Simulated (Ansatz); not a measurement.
# As in place of Si at several sites of a frame of glassy nearly rigid 60TiO2-40SiO2 (mol %) from 1500 K (141 atoms), part 2 of 3

Aim: make As in place of Si at several sites of a frame of glassy nearly rigid 60TiO2-40SiO2 (mol %) from 1500 K (141 atoms), relax each, and compare their energies.

Ansatz 0.2.0; Kohn-Sham DFT, RPBE, PAW (set soft_1), plane waves.

The cell: 28 Ti, 19 Si and 94 O. The network of bonds at the start is that of the classical potential that made the cell. The Brillouin zone is sampled at Γ only, in a cell whose shortest periodic width is 13 Å.

So far. Step 2 (Single point at the start): The r.m.s. force at the start is 2.2 eV/Å. Step 3 (Relaxation): The relaxation converged after 14 steps, 32.7 eV below its start, with a largest force component of 0.031 eV/Å.

## (4) Single point at the relaxed geometry

One more single point at the end of the walk gives the fuller output and checks the residual forces.

Input file input.yaml:

```yaml
crystal:
  lattice:
    - [12.90086, 0.0, 0.0]
    - [0.0, 12.90086, 0.0]
    - [0.0, 0.0, 12.90086]
  atoms:
    - { symbol: Ti, position: [0.5112, 0.93033, 0.81145] }
    - { symbol: Ti, position: [0.81288, 0.68665, 0.69357] }
    - { symbol: Ti, position: [0.49475, 0.13008, 0.09116] }
    - { symbol: Ti, position: [0.32733, 0.86204, 0.31586] }
    - { symbol: Ti, position: [0.68278, 0.27687, 0.92485] }
    - { symbol: Ti, position: [0.91461, 0.8071, 0.28476] }
    [... 129 atom lines left out ...]
    - { symbol: O, position: [0.4174, 0.05295, 0.79178] }
    - { symbol: O, position: [0.12659, 0.18635, 0.67803] }
    - { symbol: O, position: [0.89014, 0.00464, 0.75289] }
    - { symbol: O, position: [0.60168, 0.51697, 0.65962] }
    - { symbol: O, position: [0.21019, 0.99233, 0.91662] }
    - { symbol: O, position: [0.43264, 0.00583, 0.08908] }
kpoints:
  mp_grid: { grid: [1, 1, 1] }
hamiltonian:
  xc: rpbe
  pseudopotentials: { kind: paw, azcp: { folder: soft_1 } }
scf:
  occupations: { method: fermi_dirac, width: 0.129 }
output:
  forces: true
  stress: true
  populations: true
  dos:
    method: { smearing: { sigma: 0.1 } }
    de: 0.1
    projected: { site_lists: { O: [O], Si: [Si], Ti: [Ti] } }
  eigenvalues: true
  write_density: true
  write_potential: true
  volumetric_format: npy
  elf: true
```

Launch:

```sh
ansatz run input.yaml --threads 4 --pin off --max-ram 15872MiB --backend cpu --events-out ev --progress --plain --runs-dir out
```

Numbers of over 12 decimals in the logs are rounded to 6 here.

The log of the run:

```text
[...]
Crystal: 141 atoms, lattice volume = 2147.118 Å³
Basis set: ecut = 420 eV, 41923 PW (Γ), exchange–correlation on 180×180×180 points (8 copies of the dense FFT grid, shifted against one another)
Bands: 636, of which v1, the nominal top of the filled ones, is band 488 counted from 1 (487 counted from 0)
Symmetry: 1 space group operations
[...]
k-points: 1
[...]
SCF iter   1: F=—  HF=-135985.036463 eV  |F-HF|=—  |Δ(HF+E_count)|=         —  Δρ=8.11e-2  dr2=3.01e2  ethr=3.10e-3  ⟨swp⟩=5.0  Hψ=2396  notcnv=0  defer=10
[...]
SCF iter  18: F=-135929.018219 eV  HF=-135929.018219 eV  |F-HF|=4.99e-8  |Δ(HF+E_count)|=   1.12e-7  Δρ=1.88e-6  dr2=6.01e-8  ethr=1.02e-11  ⟨swp⟩=19.0  Hψ=4892  notcnv=0
SCF 1 converged in 18 iterations: F = -135929.018219 eV  dr2 = 6.01e-8
[...]
WARN: The input density's exchange-correlation potential varies sharply where the density is thin. Do not read a vacuum level from v_tot or v_xc, or from such a field of the output density. On a cell that repeats whose density bears no net charge and no dipole along the vacuum's axis use v_es (v_loc + v_h of the components); [...]
SCF converged after 18 iterations
Free energy (F): -135929.018219 eV
[...]
Internal energy: -135929.017609 eV  (E = F + TS)
E sigma→0 (E₀):  -135929.017914 eV
Entropy (-TS):   -0.000610 eV (-0.004 meV/atom)
Fermi energy:    4.392953 eV
[...]
--- Forces (eV/Å), atoms counted from 1 ---
  atom   1  Ti     0.01854677    -0.00857879    -0.02612497
  atom   2  Ti     0.00395883    -0.00784630    -0.01296078
  atom   3  Ti    -0.00324258     0.00495863     0.00420882
  atom   4  Ti     0.01501399    -0.00714667     0.00344798
  atom   5  Ti     0.00329914     0.00815432    -0.02124580
  atom   6  Ti    -0.00254606    -0.00486537     0.01545675
  atom   7  Ti     0.00606756    -0.01490569     0.01304277
  atom   8  Ti    -0.00614349     0.00519096    -0.00089587
  atom   9  Ti    -0.00969474    -0.00733426    -0.00676905
  atom  10  Ti    -0.01774455    -0.00060823     0.00197180
  atom  11  Ti    -0.00711348     0.00480447    -0.00147150
  atom  12  Ti    -0.00763923     0.01208672     0.00379957
  atom  13  Ti    -0.00411177    -0.00604459     0.01401431
  atom  14  Ti    -0.00419010    -0.00580886     0.01360860
[...]
atom 140  O     -0.00066942    -0.00000127     0.00085096
  atom 141  O      0.00163811     0.01499178    -0.00332967
  max |Σ_I F_I| component: 8.87e-5 eV/Å
--- Stress (GPa, compression-positive) ---
        0.638579       0.218265       1.029705
        0.218263       1.663137       0.073170
        1.029705       0.073171       1.546313
  P = ⅓ Tr σ = 1.2827 GPa (12.827 kbar)
--- Band table (eV) ---
[...]
--- Löwdin populations: 141 sites ---
  site symbol       q [e]
     0     Ti     10.5807
     1     Ti     10.5675
     2     Ti     10.5595
[...]
140      O      6.6377
  spilling = 0.006647 (of n_electrons = 976.000000)
```

The job ended after 2.4 min (4 threads of Arm Neoverse V1, shared host; peak memory 3.5 GiB; 9.3 min of CPU time).

The program notes that the exchange-correlation potential is rough where the density is thin.

Numbers from this run:

```yaml
free_energy: -135929.0182 eV
free_energy_per_atom: -964.0356 eV/atom
scf_cycles: 18
pressure: 1.283 GPa
r_m_s_force_component: 0.00793 eV/Å
longest_force: 0.03746 eV/Å
fermi_energy: 4.393 eV
spacing_of_highest_filled_and_lowest_empty_level: 2.528 eV
spilling_of_the_projection: 0.006647
```

Löwdin charges by element and coordination (they lack the spilled electrons, 0.046 e an atom on average):

| element | coordination | atoms | mean charge (e) | spread | least | most |
| --- | --- | --- | --- | --- | --- | --- |
| O | all | 94 | -0.700 | 0.0533 | -0.789 | -0.579 |
| O | 2 | 86 | -0.695 | 0.0517 | -0.789 | -0.579 |
| O | 3 | 8 | -0.757 | 0.0318 | -0.789 | -0.705 |
| Si | all | 19 | 1.67 | 0.0183 | 1.64 | 1.71 |
| Ti | all | 28 | 1.45 | 0.0201 | 1.40 | 1.49 |
| Ti | 4 | 21 | 1.45 | 0.021 | 1.40 | 1.49 |
| Ti | 5 | 6 | 1.44 | 0.0186 | 1.42 | 1.47 |
| Ti | 6 | 1 | 1.45 | 0 | 1.45 | 1.45 |

States in the cell by windows of 1 eV, zero at the Fermi level; the larger projections on atomic orbitals stand beside the total:

| from (eV) | to (eV) | total | O p | Ti d |
| --- | --- | --- | --- | --- |
| -10 | -9 | 9.6 | 6.0 | 0.1 |
| -9 | -8 | 9.6 | 6.2 | 0.3 |
| -8 | -7 | 17.8 | 11.6 | 1.1 |
| -7 | -6 | 37.8 | 27.8 | 2.9 |
| -6 | -5 | 62.5 | 46.4 | 7.9 |
| -5 | -4 | 136.9 | 105.5 | 24.1 |
| -4 | -3 | 125.4 | 107.1 | 13.1 |
| -3 | -2 | 131.2 | 120.9 | 6.7 |
| -2 | -1 | 33.3 | 31.6 | 0.9 |
| -1 | 1 | 0.0 | 0.0 | 0.0 |
| 1 | 2 | 31.3 | 3.1 | 26.9 |
| 2 | 3 | 97.1 | 13.7 | 76.6 |
| 3 | 4 | 81.2 | 15.7 | 56.9 |
| 4 | 5 | 60.8 | 14.9 | 38.7 |

Between -26 and -10 eV lie 188 more states.

The stored curve holds about 752 of the 976 electrons; the rest, give or take the few that broadening carries across the Fermi level, lie in deeper levels below its range.

The levels nearest the highest filled one (over half full), pooled over k-points and spins:

| level less the highest filled one (eV) | occupation |
| --- | --- |
| -0.450 | 2 |
| -0.424 | 2 |
| -0.235 | 2 |
| -0.209 | 2 |
| -0.0761 | 2 |
| 0 | 2 |
| 2.53 | 0 |
| 2.79 | 0 |
| 2.82 | 0 |
| 2.85 | 0 |
| 2.93 | 0 |
| 2.94 | 0 |

Valence density in the ab plane at fractional z = 0.092, with atoms of Ti and Si and O within 0.2 Å of it. It is the smooth field of the valence electrons, not physical close to the nuclei.

Ten steps, logarithmic in the rise over the least value, from '0' (0 e/Å³) to '9' (10 e/Å³), each cell a mean:
```
356542000000135775310000112211000001
123221000000012456532233222221100000
000111110000001489964455432223210000
000123321100123489863455432223211000
000134433322357655422233223332110000
000123357875579863100001123332100000
000001269996467642000000012321000000
000000136763222210000000011110000000
000000112221000000000001111000000000
000000011110000000000124442100000000
000000000000001121101247864100000000
000000000000024665323456763100000000
221000001100136887568864321000000001
332100134432335675579984100000000012
222111356655764332257752000000011111
112333356545774211112211001111122111
012443223223444421001100123443221100
134543110002468752100000135664321000
246763100001478863210000124554222111
235553100000245557752100011222234321
222221000000012379984210000001345432
223210000000012368873110000000233322
356531000000024665421000000000011112
478752000000147986310000000100000002
```
Columns run along a (12.9 Å), rows up along b (12.9 Å). Atoms in or near the plane, at fractional coordinates: Ti at (0.49, 0.13), Ti at (0.49, 0.87), Ti at (0.26, 0.73), Ti at (0.58, 0.44), Si at (0.74, 0.86), O at (0.40, 0.76), O at (0.44, 0.47), O at (0.40, 0.24), O at (0.43, 0.01).

Electrostatic potential energy in the ab plane at fractional z = 0.092, with atoms of Ti and Si and O within 0.2 Å of it. With pseudopotentials it is smooth inside the atoms' cores, unlike the true potential.

Values in eV, 13 rows by 16 columns, each cell a mean:
```
  2  -5   4   8  10  10  -4 -16  -2   7   8   2   3   8  10  10
  8   5   6   8   9   8  -3 -33 -29  -3  -7 -22 -22   2  10  10
 10   9   6  -4 -10   0 -19 -16  -8   6   5 -11 -11   6  10  10
 10  10   5 -26 -35 -10 -16   3   9   9   9   8   8   9  10  10
 10  10   8   0  -6   5  10  10  10  10   9   8   7   9  10  10
 10  10  10  10  10  10  10  10   8   7 -12  -4   8   9   9   9
 10  10  10  10   9   8  -8 -20 -10 -21 -13   2   9   9   8   9
  8   7   7  -1  -3 -14 -11  -8 -20 -34 -10   7   9  10  10   9
  6  -8  -6  -4  -7 -25 -11   6   4   1   6   8   8   8   9  10
  6 -12  -2   7   7  -1 -26  -2   7   8   9   5 -11  -6   5   9
  4 -11   6   9  10   7 -12 -19 -18   3   9   8   3   1   4   7
  0   6   9  10  10   9   2 -29 -30   0   9   9   9   9   3   4
-11 -17   8   9  10  10 -14 -21   1   7   9   9  10  10  10   8
```
Columns run along a (12.9 Å; values clipped at the 3rd and 97th percentile), rows up along b (12.9 Å). Atoms in or near the plane, at fractional coordinates: Ti at (0.49, 0.13), Ti at (0.49, 0.87), Ti at (0.26, 0.73), Ti at (0.58, 0.44), Si at (0.74, 0.86), O at (0.40, 0.76), O at (0.44, 0.47), O at (0.40, 0.24), O at (0.43, 0.01).

Between filled and empty levels lie 2.53 eV (at Γ alone); a semilocal functional tends to put such gaps too low. In a disordered cell it changes from sample to sample, and tail or defect levels can set it. Mean Löwdin charges: O -0.70, Si +1.67, Ti +1.45 e (they miss 0.66 % of the electrons, so they add up to more than the cell's charge). The largest share in the top eV of filled states is O p (96 % of the projected weight), and in the lowest eV of empty states Ti d (86 % of the projected weight).

(Part 2 of 3 ends here.)

[Logs are printed without paths, hosts, clocks, repeated set-up lines and the standing remarks that a program may print on its own settings, such as how far it seeks lower states.]

[Hosts, paths, dates, database ids (printed as entryN), source tags and the programs' standing remarks are cut or masked in the printed files.]
